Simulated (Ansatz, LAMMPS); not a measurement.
# Squeezing and shearing amorphous 86ZrO2-14SiO2 (mol %) (84 atoms), part 3 of 4

How stiff is amorphous 86ZrO2-14SiO2 (mol %) (84 atoms), and how do its levels respond to strain?

Ansatz 0.2.0; Kohn-Sham DFT, PBE, PAW (set soft_2), plane waves.

The cell: 24 Zr, 4 Si and 56 O. The quench rate of 50 K/ps is orders of magnitude faster than experiment. The starting topology of bonds comes from the classical model. The Brillouin zone is sampled at Γ only.

So far. Step 6 (Volume +3 %): The relaxation converged after 8 steps, 0.280 eV below its start, with a largest force component of 0.017 eV/Å. Step 6 (Volume +3 %): Volume +3 %: the energy stands 0.289 eV above that of the reference, at a pressure of -2.82 GPa.

### Step 7. Volume -6 %

The relaxed cell is scaled to another volume.

The input, input.yaml:

```yaml
crystal:
  lattice:
    - [10.14588, -0.2153, 0.04342]
    - [-0.2153, 10.33718, -0.04395]
    - [0.04342, -0.04395, 9.85663]
  atoms:
    [... the 84 atom lines of step 4 ...]
kpoints:
  mp_grid: { grid: [1, 1, 1] }
hamiltonian:
  xc: pbe
scf:
  occupations: { method: fixed }
output:
  forces: true
  eigenvalues: true
  stress: true
relax:
  f_tol: 0.05
  max_steps: 70
```

On the command line:

```bash
$ ansatz run input.yaml --threads 4 --pin off --max-ram 8192MiB --backend cpu --events-out ev --progress --plain --runs-dir out
```

Numbers of over 12 decimals in the logs are rounded to 6 here.

The program printed:

```text
[...]
Crystal: 84 atoms, lattice volume = 1033.266 Å³
Basis set: ecut = 420 eV, 20189 PW (Γ), exchange–correlation on 144×144×144 points (8 copies of the dense FFT grid, shifted against one another)
Bands: 404, of which v1, the nominal top of the filled ones, is band 320 counted from 1 (319 counted from 0)
Symmetry: 1 space group operations
[...]
k-points: 1
[...]
SCF iter   1: F=—  HF=-134857.326451 eV  |F-HF|=—  |Δ(HF+E_count)|=         —  Δρ=4.31e-3  dr2=1.51e-1  ethr=1.77e-3  ⟨swp⟩=5.0  Hψ=1332  notcnv=0  defer=82
[...]
SCF iter   5: F=—  HF=-134857.317017 eV  |F-HF|=—  |Δ(HF+E_count)|=   2.07e-4  Δρ=1.46e-4  dr2=1.97e-4  ethr=8.85e-8  ⟨swp⟩=2.0  Hψ=548  notcnv=0  defer=82
SCF iter   6: F=-134857.317025 eV  HF=-134857.317016 eV  |F-HF|=8.79e-6  |Δ(HF+E_count)|=   3.28e-7  Δρ=4.80e-5  dr2=2.32e-5  ethr=9.77e-9  ⟨swp⟩=13.0  Hψ=2174  notcnv=0
SCF 1 converged in 6 iterations: F = -134857.317025 eV  dr2 = 2.32e-5
[...]
relax step   1: F+E_penalty+E_count = -134857.31702516 eV  Δ(F+E_penalty+E_count) = +0.000e0 eV  max|allowed force component| = 8.061e-1 eV/Å  Δτ_max = 0.0000 Å  (6 SCF iters, dr2 threshold 6.25e-5 eV, accepted)
[...]
relax step   2: F+E_penalty+E_count = -134858.13198904 eV  Δ(F+E_penalty+E_count) = -8.150e-1 eV  max|allowed force component| = 6.309e-1 eV/Å  Δτ_max = 0.1082 Å  (6 SCF iters, dr2 threshold 4.06e-5 eV, accepted)
[...]
relax step   3: F+E_penalty+E_count = -134858.38385662 eV  Δ(F+E_penalty+E_count) = -2.519e-1 eV  max|allowed force component| = 3.754e-1 eV/Å  Δτ_max = 0.0515 Å  (6 SCF iters, dr2 threshold 2.49e-5 eV, accepted)
relax step   4: F+E_penalty+E_count = -134858.64866829 eV  Δ(F+E_penalty+E_count) = -2.648e-1 eV  max|allowed force component| = 2.069e-1 eV/Å  Δτ_max = 0.2000 Å  (6 SCF iters, dr2 threshold 4.99e-5 eV, accepted)
relax step   5: F+E_penalty+E_count = -134858.69749831 eV  Δ(F+E_penalty+E_count) = -4.883e-2 eV  max|allowed force component| = 3.389e-1 eV/Å  Δτ_max = 0.1951 Å  (7 SCF iters, dr2 threshold 1.30e-5 eV, accepted)
relax step   6: F+E_penalty+E_count = -134858.81167936 eV  Δ(F+E_penalty+E_count) = -1.142e-1 eV  max|allowed force component| = 1.465e-1 eV/Å  Δτ_max = 0.2000 Å  (6 SCF iters, dr2 threshold 3.49e-5 eV, accepted)
relax step   7: F+E_penalty+E_count = -134858.83595951 eV  Δ(F+E_penalty+E_count) = -2.428e-2 eV  max|allowed force component| = 1.486e-1 eV/Å  Δτ_max = 0.1439 Å  (8 SCF iters, dr2 threshold 4.01e-6 eV, accepted)
relax step   8: F+E_penalty+E_count = -134858.84259847 eV  Δ(F+E_penalty+E_count) = -6.639e-3 eV  max|allowed force component| = 1.531e-1 eV/Å  Δτ_max = 0.0385 Å  (6 SCF iters, dr2 threshold 4.13e-6 eV, accepted)
relax step   9: F+E_penalty+E_count = -134858.84898743 eV  Δ(F+E_penalty+E_count) = -6.389e-3 eV  max|allowed force component| = 9.734e-2 eV/Å  Δτ_max = 0.0173 Å  (5 SCF iters, dr2 threshold 2.35e-5 eV, accepted)
relax step  10: F+E_penalty+E_count = -134858.85414853 eV  Δ(F+E_penalty+E_count) = -5.161e-3 eV  max|allowed force component| = 8.316e-2 eV/Å  Δτ_max = 0.1068 Å  (7 SCF iters, dr2 threshold 3.83e-6 eV, accepted)
relax step  11: F+E_penalty+E_count = -134858.85726349 eV  Δ(F+E_penalty+E_count) = -3.115e-3 eV  max|allowed force component| = 5.865e-2 eV/Å  Δτ_max = 0.0252 Å  (6 SCF iters, dr2 threshold 2.79e-6 eV, accepted)
relax step  12: F+E_penalty+E_count = -134858.86612807 eV  Δ(F+E_penalty+E_count) = -8.865e-3 eV  max|allowed force component| = 8.166e-2 eV/Å  Δτ_max = 0.1465 Å  (9 SCF iters, accepted)
relax step  13: F+E_penalty+E_count = -134858.89202593 eV  Δ(F+E_penalty+E_count) = -2.590e-2 eV  max|allowed force component| = 3.552e-1 eV/Å  Δτ_max = 0.1955 Å  (7 SCF iters, dr2 threshold 3.32e-6 eV, accepted)
relax step  14: F+E_penalty+E_count = -134858.91836220 eV  Δ(F+E_penalty+E_count) = -2.634e-2 eV  max|allowed force component| = 6.725e-1 eV/Å  Δτ_max = 0.1999 Å  (6 SCF iters, dr2 threshold 1.00e-4 eV, accepted)
relax step  15: F+E_penalty+E_count = -134858.94680887 eV  Δ(F+E_penalty+E_count) = -2.845e-2 eV  max|allowed force component| = 5.143e-1 eV/Å  Δτ_max = 0.0948 Å  (5 SCF iters, dr2 threshold 1.00e-4 eV, accepted)
relax step  16: F+E_penalty+E_count = -134858.95744042 eV  Δ(F+E_penalty+E_count) = -1.063e-2 eV  max|allowed force component| = 2.459e-1 eV/Å  Δτ_max = 0.0639 Å  (5 SCF iters, dr2 threshold 1.00e-4 eV, accepted)
relax step  17: F+E_penalty+E_count = -134858.96570218 eV  Δ(F+E_penalty+E_count) = -8.262e-3 eV  max|allowed force component| = 1.292e-1 eV/Å  Δτ_max = 0.1678 Å  (7 SCF iters, dr2 threshold 1.38e-5 eV, accepted)
relax step  18: F+E_penalty+E_count = -134858.97234939 eV  Δ(F+E_penalty+E_count) = -6.647e-3 eV  max|allowed force component| = 1.500e-1 eV/Å  Δτ_max = 0.0567 Å  (7 SCF iters, dr2 threshold 3.82e-6 eV, accepted)
relax step  19: F+E_penalty+E_count = -134858.97667465 eV  Δ(F+E_penalty+E_count) = -4.325e-3 eV  max|allowed force component| = 3.925e-2 eV/Å  Δτ_max = 0.0301 Å  (6 SCF iters, dr2 threshold 6.21e-6 eV, accepted)
[...]
relax step  20: F+E_penalty+E_count = -134858.97667538 eV  Δ(F+E_penalty+E_count) = -7.291e-7 eV  max|allowed force component| = 3.895e-2 eV/Å  Δτ_max = 0.0000 Å  (4 SCF iters, accepted)
SCF converged after 4 iterations
Free energy (F): -134858.976675 eV
[...]
Internal energy: -134858.976675 eV  (E = F + TS)
E sigma→0 (E₀):  -134858.976675 eV
Fermi energy:    8.962867 eV
[...]
Σ components = -134858.976675   (vs F -134858.976675, Δ=0.00e0)
--- Forces (eV/Å), atoms counted from 1 ---
  atom   1  Zr    -0.01451861    -0.01741946    -0.01566194
  atom   2  Zr     0.00142563    -0.01147248    -0.01163402
  atom   3  Zr     0.01505116     0.00120183    -0.00248538
  atom   4  Zr    -0.00907387    -0.01582621    -0.01719506
[...]
atom  84  O      0.00489719    -0.01195898     0.00111531
  max |Σ_I F_I| component: 7.20e-5 eV/Å
--- Stress (GPa, compression-positive) ---
        5.416899       0.964643       0.120519
        0.964643       5.303248       0.043113
        0.120519       0.043113       7.273628
  P = ⅓ Tr σ = 5.9979 GPa (59.979 kbar)
--- Band table (eV) ---
[...]
--- Relaxed structure (20 steps of the walk, 20 accepted, 0 SCFs on fresh bases) ---
  F+E_penalty+E_count = -134858.97667538 eV   max|allowed force component| = 3.895e-2 eV/Å
  atoms:
    - { symbol: Zr, position: [0.384060, 0.545052, 0.119187] }
    - { symbol: Zr, position: [0.038626, 0.769383, 0.294115] }
    - { symbol: Zr, position: [0.016414, 0.800299, 0.709878] }
    - { symbol: Zr, position: [0.291023, 0.314019, 0.279783] }
[...]
- { symbol: O, position: [0.375263, 0.182765, 0.431603] }
```

The job ended after 4.7 min (4 threads of Arm Neoverse V1, shared host; peak memory 1.5 GiB).

The relaxation converged after 20 steps, 1.66 eV below its start, with a largest force component of 0.039 eV/Å.

Volume -6 %: the energy stands 1.02 eV above that of the reference, at a pressure of 6.00 GPa.

### Step 8. Volume +6 %

The relaxed cell is scaled to another volume.

input.yaml, the sections that differ from step 7:

```yaml
crystal:
  lattice:
    - [10.56045, -0.2241, 0.04519]
    - [-0.2241, 10.75957, -0.04575]
    - [0.04519, -0.04575, 10.25939]
  atoms:
    [... the 84 atom lines of step 4 ...]
# kpoints, hamiltonian, scf, output, relax: as in step 7
```

The program printed:

```text
[...]
Crystal: 84 atoms, lattice volume = 1165.174 Å³
Basis set: ecut = 420 eV, 22743 PW (Γ), exchange–correlation on 144×144×144 points (8 copies of the dense FFT grid, shifted against one another)
Bands: 404, of which v1, the nominal top of the filled ones, is band 320 counted from 1 (319 counted from 0)
Symmetry: 1 space group operations
[...]
k-points: 1
[...]
SCF iter   1: F=—  HF=-134857.819368 eV  |F-HF|=—  |Δ(HF+E_count)|=         —  Δρ=3.65e-3  dr2=1.28e-1  ethr=1.77e-3  ⟨swp⟩=5.0  Hψ=1323  notcnv=0  defer=81
[...]
SCF iter   5: F=—  HF=-134857.815428 eV  |F-HF|=—  |Δ(HF+E_count)|=   2.14e-4  Δρ=1.50e-4  dr2=2.48e-4  ethr=1.05e-7  ⟨swp⟩=2.0  Hψ=549  notcnv=0  defer=82
SCF iter   6: F=-134857.815457 eV  HF=-134857.815443 eV  |F-HF|=1.40e-5  |Δ(HF+E_count)|=   1.49e-5  Δρ=4.85e-5  dr2=2.69e-5  ethr=9.77e-9  ⟨swp⟩=11.0  Hψ=2129  notcnv=0
SCF 1 converged in 6 iterations: F = -134857.815457 eV  dr2 = 2.69e-5
[...]
relax step   1: F+E_penalty+E_count = -134857.81545656 eV  Δ(F+E_penalty+E_count) = +0.000e0 eV  max|allowed force component| = 6.457e-1 eV/Å  Δτ_max = 0.0000 Å  (6 SCF iters, dr2 threshold 6.25e-5 eV, accepted)
[...]
relax step   2: F+E_penalty+E_count = -134858.42144696 eV  Δ(F+E_penalty+E_count) = -6.060e-1 eV  max|allowed force component| = 5.861e-1 eV/Å  Δτ_max = 0.1256 Å  (7 SCF iters, dr2 threshold 2.61e-5 eV, accepted)
[...]
relax step   3: F+E_penalty+E_count = -134858.65921210 eV  Δ(F+E_penalty+E_count) = -2.378e-1 eV  max|allowed force component| = 4.096e-1 eV/Å  Δτ_max = 0.0463 Å  (6 SCF iters, dr2 threshold 2.15e-5 eV, accepted)
relax step   4: F+E_penalty+E_count = -134858.65624273 eV  Δ(F+E_penalty+E_count) = +2.969e-3 eV  max|allowed force component| = 1.907e0 eV/Å  Δτ_max = 0.1338 Å  (7 SCF iters, dr2 threshold 8.19e-5 eV, rejected (line search))
relax step   5: F+E_penalty+E_count = -134858.82290826 eV  Δ(F+E_penalty+E_count) = -1.637e-1 eV  max|allowed force component| = 1.502e-1 eV/Å  Δτ_max = 0.0640 Å  (10 SCF iters, accepted)
relax step   6: F+E_penalty+E_count = -134858.85993155 eV  Δ(F+E_penalty+E_count) = -3.702e-2 eV  max|allowed force component| = 3.219e-1 eV/Å  Δτ_max = 0.1000 Å  (8 SCF iters, dr2 threshold 3.03e-6 eV, accepted)
relax step   7: F+E_penalty+E_count = -134858.87069682 eV  Δ(F+E_penalty+E_count) = -1.077e-2 eV  max|allowed force component| = 1.877e-1 eV/Å  Δτ_max = 0.0331 Å  (6 SCF iters, dr2 threshold 1.39e-5 eV, accepted)
relax step   8: F+E_penalty+E_count = -134858.87484679 eV  Δ(F+E_penalty+E_count) = -4.150e-3 eV  max|allowed force component| = 1.898e-1 eV/Å  Δτ_max = 0.0879 Å  (6 SCF iters, dr2 threshold 1.20e-5 eV, accepted)
relax step   9: F+E_penalty+E_count = -134858.87533522 eV  Δ(F+E_penalty+E_count) = -4.884e-4 eV  max|allowed force component| = 3.939e-1 eV/Å  Δτ_max = 0.1950 Å  (7 SCF iters, dr2 threshold 1.22e-5 eV, accepted)
relax step  10: F+E_penalty+E_count = -134858.88869711 eV  Δ(F+E_penalty+E_count) = -1.336e-2 eV  max|allowed force component| = 1.154e-1 eV/Å  Δτ_max = 0.1213 Å  (6 SCF iters, dr2 threshold 1.00e-4 eV, accepted)
relax step  11: F+E_penalty+E_count = -134858.92637265 eV  Δ(F+E_penalty+E_count) = -3.768e-2 eV  max|allowed force component| = 2.111e-1 eV/Å  Δτ_max = 0.2000 Å  (11 SCF iters, accepted)
relax step  12: F+E_penalty+E_count = -134858.93819545 eV  Δ(F+E_penalty+E_count) = -1.182e-2 eV  max|allowed force component| = 2.058e-1 eV/Å  Δτ_max = 0.0535 Å  (7 SCF iters, dr2 threshold 3.82e-6 eV, accepted)
relax step  13: F+E_penalty+E_count = -134858.95618267 eV  Δ(F+E_penalty+E_count) = -1.799e-2 eV  max|allowed force component| = 2.429e-1 eV/Å  Δτ_max = 0.0576 Å  (6 SCF iters, dr2 threshold 4.03e-5 eV, accepted)
relax step  14: F+E_penalty+E_count = -134858.96330928 eV  Δ(F+E_penalty+E_count) = -7.127e-3 eV  max|allowed force component| = 1.512e-1 eV/Å  Δτ_max = 0.0203 Å  (5 SCF iters, dr2 threshold 5.61e-5 eV, accepted)
relax step  15: F+E_penalty+E_count = -134858.98076571 eV  Δ(F+E_penalty+E_count) = -1.746e-2 eV  max|allowed force component| = 1.642e-1 eV/Å  Δτ_max = 0.2000 Å  (8 SCF iters, dr2 threshold 8.86e-6 eV, accepted)
relax step  16: F+E_penalty+E_count = -134859.00185113 eV  Δ(F+E_penalty+E_count) = -2.109e-2 eV  max|allowed force component| = 2.286e-1 eV/Å  Δτ_max = 0.1091 Å  (7 SCF iters, dr2 threshold 1.04e-5 eV, accepted)
relax step  17: F+E_penalty+E_count = -134859.02638205 eV  Δ(F+E_penalty+E_count) = -2.453e-2 eV  max|allowed force component| = 3.522e-1 eV/Å  Δτ_max = 0.1784 Å  (6 SCF iters, dr2 threshold 5.23e-5 eV, accepted)
relax step  18: F+E_penalty+E_count = -134859.04968649 eV  Δ(F+E_penalty+E_count) = -2.330e-2 eV  max|allowed force component| = 1.148e0 eV/Å  Δτ_max = 0.2000 Å  (6 SCF iters, dr2 threshold 1.00e-4 eV, accepted)
relax step  19: F+E_penalty+E_count = -134859.12036029 eV  Δ(F+E_penalty+E_count) = -7.067e-2 eV  max|allowed force component| = 2.568e-1 eV/Å  Δτ_max = 0.1477 Å  (6 SCF iters, dr2 threshold 1.00e-4 eV, accepted)
relax step  20: F+E_penalty+E_count = -134859.14109432 eV  Δ(F+E_penalty+E_count) = -2.073e-2 eV  max|allowed force component| = 9.886e-2 eV/Å  Δτ_max = 0.0520 Å  (7 SCF iters, dr2 threshold 4.12e-6 eV, accepted)
[...]
relax step  21: F+E_penalty+E_count = -134859.14837461 eV  Δ(F+E_penalty+E_count) = -7.280e-3 eV  max|allowed force component| = 4.242e-2 eV/Å  Δτ_max = 0.0450 Å  (9 SCF iters, accepted)
SCF converged after 9 iterations
Free energy (F): -134859.148375 eV
[...]
Internal energy: -134859.148375 eV  (E = F + TS)
E sigma→0 (E₀):  -134859.148375 eV
Fermi energy:    7.193655 eV
[...]
Σ components = -134859.148375   (vs F -134859.148375, Δ=0.00e0)
--- Forces (eV/Å), atoms counted from 1 ---
  atom   1  Zr     0.00438867    -0.00843834    -0.00641607
  atom   2  Zr    -0.00459404     0.01079393    -0.00947551
  atom   3  Zr    -0.00516124    -0.01805638     0.00203519
  atom   4  Zr     0.01874209    -0.04001959     0.01319222
[...]
atom  84  O     -0.00830840     0.02712356    -0.01489551
  max |Σ_I F_I| component: 6.50e-5 eV/Å
--- Stress (GPa, compression-positive) ---
       -2.740916       0.481374       0.061776
        0.481374      -2.361048      -1.334008
        0.061776      -1.334008      -2.829009
  P = ⅓ Tr σ = -2.6437 GPa (-26.437 kbar)
--- Band table (eV) ---
[...]
--- Relaxed structure (21 steps of the walk, 20 accepted, 0 SCFs on fresh bases) ---
  F+E_penalty+E_count = -134859.14837461 eV   max|allowed force component| = 4.242e-2 eV/Å
  atoms:
    - { symbol: Zr, position: [0.390548, 0.545258, 0.110159] }
    - { symbol: Zr, position: [0.031691, 0.783669, 0.322730] }
    - { symbol: Zr, position: [0.033362, 0.813864, 0.721516] }
    - { symbol: Zr, position: [0.302783, 0.335311, 0.284347] }
[...]
- { symbol: O, position: [0.391290, 0.200874, 0.420515] }
```

It took 5.6 min on 4 threads; peak memory 1.6 GiB; 21 min of CPU time.

The relaxation converged after 21 steps, 1.33 eV below its start, with a largest force component of 0.042 eV/Å.

Volume +6 %: the energy stands 0.846 eV above that of the reference, at a pressure of -2.64 GPa.

### Step 9. Volume -10 %

The relaxed cell is scaled to another volume.

Input and log are left out; they have the form of those shown for this kind of step.

Elapsed: 4.5 min, on 4 threads of Arm Neoverse V1, shared host; peak memory 1.5 GiB; 17 min of CPU time.

The relaxation converged after 19 steps, 4.68 eV below its start, with a largest force component of 0.046 eV/Å.

Volume -10 %: the energy stands 3.33 eV above that of the reference, at a pressure of 11.0 GPa.

### Step 10. Stretched by 1 % along x

The relaxed cell is strained along x alone, which gives the stiffness along x and its coupling to y and z.

input.yaml, the sections that differ from step 8:

```yaml
crystal:
  lattice:
    - [10.46088, -0.21979, 0.04432]
    - [-0.22199, 10.5526, -0.04487]
    - [0.04476, -0.04487, 10.06204]
  atoms:
    [... the 84 atom lines of step 4 ...]
# kpoints, hamiltonian, scf, output, relax: as in step 8
```

The program printed:

```text
[...]
Crystal: 84 atoms, lattice volume = 1110.211 Å³
Basis set: ecut = 420 eV, 21729 PW (Γ), exchange–correlation on 144×144×144 points (8 copies of the dense FFT grid, shifted against one another)
Bands: 404, of which v1, the nominal top of the filled ones, is band 320 counted from 1 (319 counted from 0)
Symmetry: 1 space group operations
[...]
k-points: 1
[...]
SCF iter   1: F=—  HF=-134859.889615 eV  |F-HF|=—  |Δ(HF+E_count)|=         —  Δρ=3.88e-3  dr2=1.35e-1  ethr=1.77e-3  ⟨swp⟩=5.0  Hψ=1326  notcnv=0  defer=82
[...]
SCF iter   6: F=-134859.885356 eV  HF=-134859.885344 eV  |F-HF|=1.18e-5  |Δ(HF+E_count)|=   2.89e-6  Δρ=4.76e-5  dr2=2.48e-5  ethr=9.77e-9  ⟨swp⟩=11.0  Hψ=2158  notcnv=0
SCF 1 converged in 6 iterations: F = -134859.885356 eV  dr2 = 2.48e-5
[...]
relax step   1: F+E_penalty+E_count = -134859.88535572 eV  Δ(F+E_penalty+E_count) = +0.000e0 eV  max|allowed force component| = 3.321e-1 eV/Å  Δτ_max = 0.0000 Å  (6 SCF iters, dr2 threshold 6.25e-5 eV, accepted)
[...]
relax step   2: F+E_penalty+E_count = -134859.91943271 eV  Δ(F+E_penalty+E_count) = -3.408e-2 eV  max|allowed force component| = 2.032e-1 eV/Å  Δτ_max = 0.0239 Å  (6 SCF iters, dr2 threshold 6.89e-6 eV, accepted)
[...]
relax step   3: F+E_penalty+E_count = -134859.93277840 eV  Δ(F+E_penalty+E_count) = -1.335e-2 eV  max|allowed force component| = 1.093e-1 eV/Å  Δτ_max = 0.0092 Å  (6 SCF iters, dr2 threshold 2.58e-6 eV, accepted)
relax step   4: F+E_penalty+E_count = -134859.92004699 eV  Δ(F+E_penalty+E_count) = +1.273e-2 eV  max|allowed force component| = 3.336e-1 eV/Å  Δτ_max = 0.0659 Å  (7 SCF iters, dr2 threshold 3.45e-6 eV, rejected (line search))
relax step   5: F+E_penalty+E_count = -134859.94185286 eV  Δ(F+E_penalty+E_count) = -9.074e-3 eV  max|allowed force component| = 7.605e-2 eV/Å  Δτ_max = 0.0304 Å  (9 SCF iters, accepted)
relax step   6: F+E_penalty+E_count = -134859.93392217 eV  Δ(F+E_penalty+E_count) = +7.931e-3 eV  max|allowed force component| = 1.543e-1 eV/Å  Δτ_max = 0.1000 Å  (9 SCF iters, rejected (line search))
[...]
relax step   7: F+E_penalty+E_count = -134859.94490746 eV  Δ(F+E_penalty+E_count) = -3.055e-3 eV  max|allowed force component| = 4.986e-2 eV/Å  Δτ_max = 0.0402 Å  (9 SCF iters, accepted)
SCF converged after 9 iterations
Free energy (F): -134859.944907 eV
[...]
Internal energy: -134859.944907 eV  (E = F + TS)
E sigma→0 (E₀):  -134859.944907 eV
Fermi energy:    7.946852 eV
[...]
--- Forces (eV/Å), atoms counted from 1 ---
  atom   1  Zr     0.00713169    -0.00529658    -0.00625336
  atom   2  Zr     0.00348680     0.01754919    -0.00622060
  atom   3  Zr     0.00604098    -0.00444797     0.00777962
  atom   4  Zr    -0.00070889    -0.01878829     0.00448604
  atom   5  Zr    -0.00433305     0.00314784    -0.00714513
  atom   6  Zr     0.00125476     0.00511368    -0.00150825
  atom   7  Zr    -0.00369687     0.04503023     0.02974884
  atom   8  Zr    -0.00810150     0.00677693    -0.00863943
  atom   9  Zr     0.01198498     0.00261559     0.00165437
  atom  10  Zr    -0.00331783    -0.01507810    -0.00426339
  atom  11  Zr    -0.00870709    -0.02342486    -0.02806537
  atom  12  Zr    -0.00063039    -0.02944150    -0.02070653
  atom  13  Zr    -0.00097102     0.00758608     0.00043515
  atom  14  Zr     0.00292533     0.00064988     0.00017630
[...]
atom  83  O      0.00743010    -0.00706973     0.00161695
  atom  84  O     -0.00872334     0.00427478    -0.00211616
  max |Σ_I F_I| component: 5.97e-5 eV/Å
--- Stress (GPa, compression-positive) ---
       -1.563580      -0.019116      -0.082462
       -0.019116      -0.613516      -0.029017
       -0.082462      -0.029017      -0.729317
  P = ⅓ Tr σ = -0.9688 GPa (-9.688 kbar)
--- Band table (eV) ---
[...]
--- Relaxed structure (7 steps of the walk, 5 accepted, 0 SCFs on fresh bases) ---
  F+E_penalty+E_count = -134859.94490746 eV   max|allowed force component| = 4.986e-2 eV/Å
  atoms:
    - { symbol: Zr, position: [0.388945, 0.544308, 0.117643] }
    - { symbol: Zr, position: [0.034950, 0.778702, 0.320270] }
    - { symbol: Zr, position: [0.029550, 0.809562, 0.721210] }
    - { symbol: Zr, position: [0.301171, 0.324809, 0.286080] }
[...]
- { symbol: O, position: [0.388872, 0.188553, 0.426762] }
```

Run time: 1.9 min. Hardware: 4 threads; peak memory 1.6 GiB; 7.2 min of CPU time.

The relaxation converged after 7 steps, 0.0596 eV below its start, with a largest force component of 0.050 eV/Å.

Stretched by 1 % along x: the energy stands 0.0496 eV above that of the reference, at a pressure of -0.969 GPa.

[end of part 3 of 4]

[Logs are printed without paths, hosts, clocks, repeated set-up lines and the standing remarks that a program may print on its own settings, such as how far it seeks lower states.]

[Hosts, paths, dates, database ids (printed as entryN), source tags and the programs' standing remarks are cut or masked in the printed files.]
